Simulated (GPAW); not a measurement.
**How the form of the self-energy moves the gap of CsCaF3 (Pm-3m)**

Wanted: the gap of CsCaF3 (Pm-3m) under several approximations, with cost.

Method: LDA and many-body steps on it, plane waves, in GPAW 26.7.0.

### Step 1. The structure

It takes space group Pm-3m (No. 221, cubic). Conventional cell: a = 4.521 Å, b = 4.521 Å, c = 4.521 Å, α = 90.00°, β = 90.00°, γ = 90.00°. Nearest to Cs lie 12 F at 3.20 Å. Nearest to Ca lie 6 F at 2.26 Å. Nearest to F lie 2 Ca at 2.26 Å and 4 Cs at 3.20 Å. Farther neighbours and most contacts between anions are not listed.

Structure file:

```
Cs Ca F
1.0
     4.52053    0.00000    0.00000
     0.00000    4.52053    0.00000
     0.00000    0.00000    4.52053
Cs Ca F
1 1 3
Direct
  0.00000 0.00000 0.00000
  0.50000 0.50000 0.50000
  0.00000 0.50000 0.50000
  0.50000 0.00000 0.50000
  0.50000 0.50000 0.00000
```

The cell and positions are those that the Materials Project relaxed with its own functionals (PBE, PBE+U or r2SCAN), kept fixed. Spin-orbit coupling is left out unless a step names it.

### Step 2. Empty states on the mesh, 2×2×2 mesh, 320 bands

This step: GPAW 26.7.0; DFT, LDA, plane waves, PAW.

The sums over transitions need many empty states on a uniform mesh; this step solves for them.

run.py

```python
import json
import numpy as np
from gpaw.mpi import world
from gpaw import GPAW

calc = GPAW('gs.gpw').fixed_density(kpts={'size': (2, 2, 2), 'gamma': True},
    parallel={'domain': 1, 'band': 1},
    txt='nscf.txt')
calc.diagonalize_full_hamiltonian(nbands=320)
calc.write('full.gpw', mode='all')
res = {}
kpts = calc.get_ibz_k_points()
res['kpts'] = kpts
res['eigenvalues'] = [calc.get_eigenvalues(kpt=k) for k in range(len(kpts))]
res['n_electrons'] = calc.get_number_of_electrons()

if world.rank == 0:
    with open('result.json', 'w') as f:
        json.dump(res, f, default=lambda x: x.tolist())
```

Started as:

```bash
mpirun -n 4 gpaw python run.py
```

Numbers of over 12 decimals in the logs are rounded to 6 here.

Log:

```text
Diagonalizing LCAO Hamiltonian
Converting LCAO to pw mode
convergence criteria:
- Maximum integral of absolute [eigenst]ate change: 4e-08 eV^2 / valence electron
maximum number of iterations: 100

SCF iterations
|iter     |     time |      energy | eigst |  dens |
|iter:   1|  |             | +1.66 |       |
|iter:   2|  |             | +0.53 |       |
|iter:   3|  |             | -0.18 |       |
[...]
|iter:  35|  |             | -7.00 |       |
|iter:  36|  |             | -7.20 |       |
|iter:  37|  |             | -7.42c|       |
SCF steps: 37
  __  _  _
 | _ |_)|_||  |
 |__||  | ||/\| - 26.7.0

Input parameters:
  mode=PW(ecut=600.0),
  convergence={'density': 1e-06, 'bands': -3},
  gpts=array([27, 27, 27]),
  kpts=MonkhorstPack(size=(2, 2, 2), gamma=True),
  maxiter=100,
  nbands=28,
  occupations=Occupations(name='fermi-dirac', width=0.001, fixmagmom=False),
  parallel={'domain': 1, 'band': 1},
  xc=XC(name='LDA')
Matrix size: 3071x3071
# Writing to full.gpw (mode='all')
  [... matrices ...]

timing:  # [seconds]
  Total: 32.551  # ━━━━━━━━━━━━━━━━━━━━━━━━━━━━━━━━━━━━━━━━━━━━━━━━━━━━━━━━━━
```

Run time: 42 s. Hardware: 4 MPI ranks of Arm Neoverse V1, shared host; peak memory 3.1 GiB; 2.8 min of CPU time.

This step gave:

```
gap                                                           : 6.808 eV
k of the valence top                                          : 0.5, 0.5, 0.5
k of the conduction bottom                                    : 0, 0, 0
least direct gap                                              : 6.833 eV
k points computed                                             : 4
lowest point of the top converged band, above the valence top : 122.3419 eV
```

On this mesh the gap is 6.808 eV.

### Step 3. G0W0, Godby-Needs plasmon pole

G0W0 replaces the xc potential by the self-energy, built once from these orbitals. Only a window of levels is corrected, while the sums run over the empty bands that the input names.

This step: G0W0 on LDA, plane waves, PAW.

run.py

```python
import json
import numpy as np
from gpaw.mpi import world
from gpaw.response.g0w0 import G0W0

gw = G0W0('full.gpw',
    filename='gw',
    kpts=[0, 3],
    bands=(18, 22),
    ecut=78,
    nbands=144,
    integrate_gamma='WS',
    ppa=True)
gw.calculate()
res = {mode: {k: v for k, v in r.items() if k != 'sigma_eskwn'}
       for mode, r in gw.all_results.items()}

if world.rank == 0:
    with open('result.json', 'w') as f:
        json.dump(res, f, default=lambda x: x.tolist())
```

Started as:

```bash
mpirun -n 4 gpaw python run.py
```

Log:

```text
Using integrator: PointIntegrator
FrequencyGridDescriptor(from 0.000+0.000j to 0.000+27.211j eV, 2 points)
Nonperiodic BCs:  [False False False]
Using integrator: PointIntegrator
FrequencyGridDescriptor(from 0.000+0.000j to 0.000+27.211j eV, 2 points)
Nonperiodic BCs:  [False False False]
  ___  _ _ _
 |   || | | |
 | | || | | |
 |__ ||_____|
 |___|

BZ k-points: Symmetries present (total): 48

  [... matrices ...]
8 k-points: 2 x 2 x 2 Monkhorst-Pack grid + [1/4,1/4,1/4]
4 k-points in the irreducible part of the Brillouin zone
       k-points in crystal coordinates                weights
   0:     0.00000000    0.00000000    0.00000000          1/8
   1:     0.50000000    0.00000000    0.00000000          3/8
   2:     0.50000000    0.50000000    0.00000000          3/8
   3:     0.50000000    0.50000000    0.50000000          1/8

Distributing spins, k-points and bands (1 x 2 x 4) over 4 processes
Number of blocks: 1

Quasi particle states:
k-points (IBZ indices): [0, 3]
Band range: (18, 22)
  [... matrices ...]
Computational parameters:
Plane wave cut-off: 78 eV
Number of bands: 144
Coulomb cutoff: None
Broadening: 0.1 eV

fxc modes: GW
Kernel: RPA
Using Godby-Needs plasmon-pole approximation:
  Fitting energy: i*E0, E0 = 1.000 Hartree
Summing all q:

Calculating screened Coulomb potential
No Coulomb truncation
FrequencyGridDescriptor(from 0.000+0.000j to 0.000+27.211j eV, 2 points)
Removing empty qpoint cache files...

Calculating chi0 body with:
    Ground state adapter containing:
    Number of spins: 1
    Number of kpoints: 8
    Number of irreducible kpoints: 4
    Number of completely occupied states: 20
    Number of partially occupied states: 20
    Occupied states memory: 6.006775 M / cpu

    Linear response parametrization:
    q_c: [0.0, 0.0, 0.0]
    Number of frequency points: 2
    Planewave cutoff: 78.0
    Number of bands: 144
    Number of planewaves: 147
    Broadening (eta): 1e-06
    comm.size: 4
    kncomm.size: 4
    blockcomm.size: 1

    Memory estimate of potentially large arrays:
        chi0_wGG: 0.659454 M / cpu
Integrating chi0 body.

Symmetries of q_c:
    Direct symmetries (Uq -> q): 48
    Indirect symmetries (TUq -> q): 0
In total 48 allowed symmetries.

  [... matrices ...]
4 groups of equivalent kpoints. 50.0% reduction.

Integral kind: response function
Integrating chi0 head and wings.

Symmetries of q_c:
    Direct symmetries (Uq -> q): 48
    Indirect symmetries (TUq -> q): 0
In total 48 allowed symmetries.

  [... matrices ...]
4 groups of equivalent kpoints. 50.0% reduction.

Integral kind: response function wings

Calculating chi0 body with:
    Ground state adapter containing:
    Number of spins: 1
    Number of kpoints: 8
    Number of irreducible kpoints: 4
    Number of completely occupied states: 20
    Number of partially occupied states: 20
    Occupied states memory: 6.006775 M / cpu

    Linear response parametrization:
[... the further q-points ...]

Results:
f:      Occupation numbers
eps:     KS-eigenvalues [eV]
vxc:     KS vxc [eV]
exx:     Exact exchange [eV]
sigma:   Self-energies [eV]
dsigma:  Self-energy derivatives
Z:       Renormalization factors
qp:      QP-energies [eV]

k-point 0 (0): (0.000, 0.000, 0.000)                GW
band       f     eps     vxc     exx   sigma  dsigma       Z      qp
                                                                   GW
  18   1.000   0.709 -23.530 -30.780   5.086  -0.247   0.802  -1.027
  19   1.000   0.709 -23.530 -30.780   5.086  -0.247   0.802  -1.027
  20   0.000   7.542 -10.990  -5.923  -3.213  -0.133   0.882   9.178
  21   0.000   8.728  -9.856  -4.835  -3.102  -0.132   0.884  10.424

k-point 1 (3): (0.500, 0.500, 0.500)                GW
band       f     eps     vxc     exx   sigma  dsigma       Z      qp
                                                                   GW
  18   1.000   0.734 -23.474 -30.963   5.265  -0.253   0.798  -1.041
  19   1.000   0.734 -23.474 -30.963   5.265  -0.253   0.798  -1.041
  20   0.000   9.519 -10.697  -5.515  -3.182  -0.135   0.881  11.280
  21   0.000   9.519 -10.697  -5.515  -3.182  -0.135   0.881  11.280
```

Run time: 15 s. Hardware: 4 MPI ranks; peak memory 1.3 GiB; 60 s of CPU time.

This step gave:

- G0W0 gap on the points computed: 10.21 eV
- least direct G0W0 gap on the computed points: 10.21 eV
- Z at the valence top: 0.8019
- Z at the conduction bottom: 0.8825
- starting gap on the mesh: 6.808 eV
- k of the valence top: 0, 0, 0
- k of the conduction bottom: 0, 0, 0

The gap on the mesh goes from 6.81 eV to 10.21 eV, a correction of +3.40 eV.

### Step 4. One-shot HSE06

This step: one-shot HSE06 levels on LDA orbitals, plane waves, PAW.

run.py

```python
import json
import numpy as np
from gpaw.mpi import world
from gpaw.hybrids.eigenvalues import non_self_consistent_eigenvalues

dft, vxc, vxc_hyb = non_self_consistent_eigenvalues('full.gpw', 'HSE06', 18, 22, kpt_indices=[0, 3])
res = {'dft': dft[0], 'hybrid': (dft - vxc + vxc_hyb)[0]}
if world.rank == 0:
    with open('hybrid.txt', 'w') as f:
        for k, e0, e1 in zip([0, 3], res['dft'], res['hybrid']):
            print(k, ' '.join(f'{x:9.4f}' for x in e0), '|', ' '.join(f'{x:9.4f}' for x in e1), file=f)

if world.rank == 0:
    with open('result.json', 'w') as f:
        json.dump(res, f, default=lambda x: x.tolist())
```

Started as:

```bash
mpirun -n 4 gpaw python run.py
```

Log:

```text
IBZ(<points: 4, symmetries: 48>)
Occupied bands: 20
Transforming wave functions from IBZ to BZ: 0.007 seconds
Distributing wave functions and iFFT-ing to real space: 0.036 seconds
Calculating eigenvalues:
  k-points: 2
  Bands: 18-21 (inclusive)
  Seconds: 0.267 (wave-function broadcasting: 0.013 seconds)
HSE06-eigenvalue shifts:
  min: -1.765 eV
  ave: -0.386 eV
  max: 1.008 eV
```

The job ended after 3.6 s (4 MPI ranks; peak memory 0.46 GiB).

Numbers from this step:

* starting gap on the mesh: 6.808 eV
* hybrid gap on the mesh: 9.543 eV
* least direct hybrid gap on the computed points: 9.543 eV

### Step 5. G0W0, extrapolated in the cutoff

This step: G0W0 on LDA, plane waves, PAW.

run.py

```python
import json
import numpy as np
from gpaw.mpi import world
from gpaw.response.g0w0 import G0W0

gw = G0W0('full.gpw',
    filename='gw',
    kpts=[0, 3],
    bands=(18, 22),
    ecut=130.0,
    integrate_gamma='WS',
    ppa=True,
    ecut_extrapolation=True)
gw.calculate()
res = {mode: {k: v for k, v in r.items() if k != 'sigma_eskwn'}
       for mode, r in gw.all_results.items()}

if world.rank == 0:
    with open('result.json', 'w') as f:
        json.dump(res, f, default=lambda x: x.tolist())
```

Started as:

```bash
mpirun -n 4 gpaw python run.py
```

Log:

```text
Using integrator: PointIntegrator
FrequencyGridDescriptor(from 0.000+0.000j to 0.000+27.211j eV, 2 points)
Nonperiodic BCs:  [False False False]
Using integrator: PointIntegrator
FrequencyGridDescriptor(from 0.000+0.000j to 0.000+27.211j eV, 2 points)
Nonperiodic BCs:  [False False False]
  ___  _ _ _
 |   || | | |
 | | || | | |
 |__ ||_____|
 |___|

BZ k-points: Symmetries present (total): 48

  [... matrices ...]
8 k-points: 2 x 2 x 2 Monkhorst-Pack grid + [1/4,1/4,1/4]
4 k-points in the irreducible part of the Brillouin zone
       k-points in crystal coordinates                weights
   0:     0.00000000    0.00000000    0.00000000          1/8
   1:     0.50000000    0.00000000    0.00000000          3/8
   2:     0.50000000    0.50000000    0.00000000          3/8
   3:     0.50000000    0.50000000    0.50000000          1/8

Distributing spins, k-points and bands (1 x 2 x 4) over 4 processes
Number of blocks: 1

Quasi particle states:
k-points (IBZ indices): [0, 3]
Band range: (18, 22)
  [... matrices ...]
Computational parameters:
Extrapolating to infinite plane wave cut-off using points at:
  112.031 eV
  120.183 eV
  130.000 eV
Number of bands: 310
Coulomb cutoff: None
Broadening: 0.1 eV

fxc modes: GW
Kernel: RPA
Using Godby-Needs plasmon-pole approximation:
  Fitting energy: i*E0, E0 = 1.000 Hartree
Summing all q:

Calculating screened Coulomb potential
No Coulomb truncation
FrequencyGridDescriptor(from 0.000+0.000j to 0.000+27.211j eV, 2 points)
Removing empty qpoint cache files...

Calculating chi0 body with:
    Ground state adapter containing:
    Number of spins: 1
    Number of kpoints: 8
    Number of irreducible kpoints: 4
    Number of completely occupied states: 20
    Number of partially occupied states: 20
[...]
kncomm.size: 4
    blockcomm.size: 1

    Memory estimate of potentially large arrays:
        chi0_wGG: 2.838898 M / cpu
Integrating chi0 body.

Symmetries of q_c:
    Direct symmetries (Uq -> q): 48
    Indirect symmetries (TUq -> q): 0
In total 48 allowed symmetries.

  [... matrices ...]
4 groups of equivalent kpoints. 50.0% reduction.

Integral kind: response function
Integrating chi0 head and wings.

Symmetries of q_c:
    Direct symmetries (Uq -> q): 48
    Indirect symmetries (TUq -> q): 0
In total 48 allowed symmetries.

  [... matrices ...]
4 groups of equivalent kpoints. 50.0% reduction.

Integral kind: response function wings

Calculating chi0 body with:
    Ground state adapter containing:
    Number of spins: 1
    Number of kpoints: 8
    Number of irreducible kpoints: 4
    Number of completely occupied states: 20
    Number of partially occupied states: 20
    Occupied states memory: 6.006775 M / cpu

    Linear response parametrization:
[... the further q-points ...]
Extrapolating selfenergy to infinite energy cutoff:
  Performing linear fit to 3 points
  Minimum R^2 = 0.9509. (R^2 Should be close to 1)
  [... matrices ...]
Results:
f:      Occupation numbers
eps:     KS-eigenvalues [eV]
vxc:     KS vxc [eV]
exx:     Exact exchange [eV]
sigma:   Self-energies [eV]
dsigma:  Self-energy derivatives
Z:       Renormalization factors
qp:      QP-energies [eV]

k-point 0 (0): (0.000, 0.000, 0.000)                GW
band       f     eps     vxc     exx   sigma  dsigma       Z      qp
                                                                   GW
  18   1.000   0.709 -23.530 -30.780   4.871  -0.270   0.787  -1.165
  19   1.000   0.709 -23.530 -30.780   4.870  -0.270   0.787  -1.165
  20   0.000   7.542 -10.990  -5.923  -3.297  -0.137   0.880   9.099
[...]
k-point 1 (3): (0.500, 0.500, 0.500)                GW
band       f     eps     vxc     exx   sigma  dsigma       Z      qp
                                                                   GW
[...]
20   0.000   9.519 -10.697  -5.515  -3.397  -0.138   0.879  11.087
  21   0.000   9.519 -10.697  -5.515  -3.398  -0.138   0.879  11.086
```

It took 64 s on 4 MPI ranks; peak memory 1.8 GiB.

Numbers from this step:

```yaml
quasiparticle_gap_on_the_points_computed: 10.24 eV
least_direct_quasiparticle_gap_on_the_computed_points: 10.26 eV
z_at_the_valence_top: 0.7831
z_at_the_conduction_bottom: 0.8796
starting_gap_on_the_mesh: 6.808 eV
k_of_the_valence_top: 0.5, 0.5, 0.5
k_of_the_conduction_bottom: 0, 0, 0
gaps_at_the_cutoffs_of_the_extrapolation: 10.18, 10.19, 10.20 eV
```

Against G0W0 in GPAW (2×2×2 mesh, 144 bands, screening to 78 eV, Godby-Needs plasmon pole), the gap moves by +0.038 eV.

### Step 6. One-shot PBE0

This step: one-shot PBE0 levels on LDA orbitals, plane waves, PAW.

run.py

```python
import json
import numpy as np
from gpaw.mpi import world
from gpaw.hybrids.eigenvalues import non_self_consistent_eigenvalues

dft, vxc, vxc_hyb = non_self_consistent_eigenvalues('full.gpw', 'PBE0', 18, 22, kpt_indices=[0, 3])
res = {'dft': dft[0], 'hybrid': (dft - vxc + vxc_hyb)[0]}
if world.rank == 0:
    with open('hybrid.txt', 'w') as f:
        for k, e0, e1 in zip([0, 3], res['dft'], res['hybrid']):
            print(k, ' '.join(f'{x:9.4f}' for x in e0), '|', ' '.join(f'{x:9.4f}' for x in e1), file=f)

if world.rank == 0:
    with open('result.json', 'w') as f:
        json.dump(res, f, default=lambda x: x.tolist())
```

Started as:

```bash
mpirun -n 4 gpaw python run.py
```

Log:

```text
IBZ(<points: 4, symmetries: 48>)
Occupied bands: 20
Transforming wave functions from IBZ to BZ: 0.008 seconds
Distributing wave functions and iFFT-ing to real space: 0.038 seconds
Calculating eigenvalues:
  k-points: 2
  Bands: 18-21 (inclusive)
  Seconds: 0.340 (wave-function broadcasting: 0.013 seconds)
HSE06-eigenvalue shifts:
  min: -2.144 eV
  ave: -0.376 eV
  max: 1.414 eV
```

Elapsed: 3.8 s, on 4 MPI ranks; peak memory 0.43 GiB.

Numbers from this step:

```
starting gap on the mesh                       : 6.808 eV
hybrid gap on the mesh                         : 10.33 eV
least direct hybrid gap on the computed points : 10.33 eV
```

### Step 7. G0W0, full frequency, Hilbert transform

This step: G0W0 on LDA, plane waves, PAW.

run.py

```python
import json
import numpy as np
from gpaw.mpi import world
from gpaw.response.g0w0 import G0W0

gw = G0W0('full.gpw',
    filename='gw',
    kpts=[0, 3],
    bands=(18, 22),
    ecut=78,
    nbands=144,
    integrate_gamma='WS',
    frequencies={'type': 'nonlinear', 'domega0': 0.1, 'omega2': 15.0},
    eta=0.1,
    nblocksmax=True)
gw.calculate()
res = {mode: {k: v for k, v in r.items() if k != 'sigma_eskwn'}
       for mode, r in gw.all_results.items()}

if world.rank == 0:
    with open('result.json', 'w') as f:
        json.dump(res, f, default=lambda x: x.tolist())
```

Started as:

```bash
mpirun -n 4 gpaw python run.py
```

Log:

```text
Using integrator: PointIntegrator
NonLinearFrequencyDescriptor(from 0.000 to 104.597 eV, 270 points)
Nonperiodic BCs:  [False False False]
Using integrator: PointIntegrator
NonLinearFrequencyDescriptor(from 0.000 to 104.597 eV, 270 points)
Nonperiodic BCs:  [False False False]
  ___  _ _ _
 |   || | | |
 | | || | | |
 |__ ||_____|
 |___|

BZ k-points: Symmetries present (total): 48

  [... matrices ...]
8 k-points: 2 x 2 x 2 Monkhorst-Pack grid + [1/4,1/4,1/4]
4 k-points in the irreducible part of the Brillouin zone
       k-points in crystal coordinates                weights
[...]
GW
  18   1.000   0.709 -23.530 -30.780   5.077  -0.239   0.807  -1.045
  19   1.000   0.709 -23.530 -30.780   5.077  -0.239   0.807  -1.045
  20   0.000   7.542 -10.990  -5.923  -3.198  -0.126   0.888   9.203
[...]
k-point 1 (3): (0.500, 0.500, 0.500)                GW
band       f     eps     vxc     exx   sigma  dsigma       Z      qp
                                                                   GW
[...]
20   0.000   9.519 -10.697  -5.515  -3.165  -0.130   0.885  11.303
  21   0.000   9.519 -10.697  -5.515  -3.165  -0.130   0.885  11.303
```

Elapsed: 51 s, on 4 MPI ranks; peak memory 1.7 GiB.

This step gave:

```yaml
g0w0_gap_on_the_points_computed: 10.21 eV
least_direct_g0w0_gap_on_the_computed_points: 10.25 eV
starting_gap_on_the_mesh: 6.808 eV
k_of_the_valence_top: 0.5, 0.5, 0.5
k_of_the_conduction_bottom: 0, 0, 0
```

Against G0W0 in GPAW (2×2×2 mesh, 144 bands, screening to 78 eV, Godby-Needs plasmon pole), the gap moves by +0.001 eV.

### Step 8. The runs together

Times are wall times on 4 MPI ranks of Arm Neoverse V1, shared host, good to a factor of about two.

| run | mesh | bands | screening cutoff (eV) | DFT gap (eV) | gap on the mesh (eV) | direct (eV) | time |
| --- | --- | --- | --- | --- | --- | --- | --- |
| G0W0, Godby-Needs plasmon pole | 2×2×2 | 144 | 78 | 6.808 | 10.205 | 10.205 | 15 s |
| one-shot HSE06 | 2×2×2 | - | - | 6.808 | 9.543 | 9.543 | 3.6 s |
| G0W0, extrapolated in the cutoff | 2×2×2 | - | 130 | 6.808 | 10.243 | 10.264 | 64 s |
| one-shot PBE0 | 2×2×2 | - | - | 6.808 | 10.333 | 10.333 | 3.8 s |
| G0W0, full frequency, Hilbert transform | 2×2×2 | 144 | 78 | 6.808 | 10.206 | 10.249 | 51 s |

### Step 9. Summary of results

```json
{"G0W0, Godby-Needs plasmon pole": "10.205 eV", "one-shot HSE06": "9.543 eV", "G0W0, extrapolated in the cutoff": "10.243 eV", "one-shot PBE0": "10.333 eV", "G0W0, full frequency, Hilbert transform": "10.206 eV", "known limits": "not at the basis limit; no spin-orbit coupling; coarse k mesh"}
```

In words: One-shot HSE06: −0.662 eV against G0W0, Godby-Needs plasmon pole. G0W0, extrapolated in the cutoff: +0.038 eV against G0W0, Godby-Needs plasmon pole, at other bands or cutoff, so not like for like. One-shot PBE0: +0.128 eV against G0W0, Godby-Needs plasmon pole. G0W0, full frequency, Hilbert transform: +0.001 eV against G0W0, Godby-Needs plasmon pole. One-shot hybrid levels are evaluated on the LDA orbitals. Bands and cutoff are finite, so the gap is not at the basis limit. The miss can reach some tenths of an eV and take either sign; the mesh is an error of its own. These stock PAW sets were not made for GW. In the G0W0 runs levels were corrected at 2 k points alone, so a gap called «on the mesh» is the least over those, and an edge elsewhere would be missed. The 2×2×2 mesh is coarse for this cell, which bears on the long-range parts of exchange and screening. This is the ideal cubic cell; many perovskites, halides above all, are cubic only on average, and local tilts or off-centring can widen the gap. The many-body steps are scalar-relativistic: spin-orbit coupling is not in them.

[Paths, hosts, dates, memory and timing lines, banners, echoed tables and standing remarks are left out of the program output.]

[Logs are printed without paths, hosts, clocks, repeated set-up lines and the standing remarks that a program may print on its own settings, such as how far it seeks lower states.]

[Runs of the session that timed out or met a known fault of the program may be left out.]

[Hosts, paths, dates, database ids (printed as entryN), source tags and the programs' standing remarks are cut or masked in the printed files.]
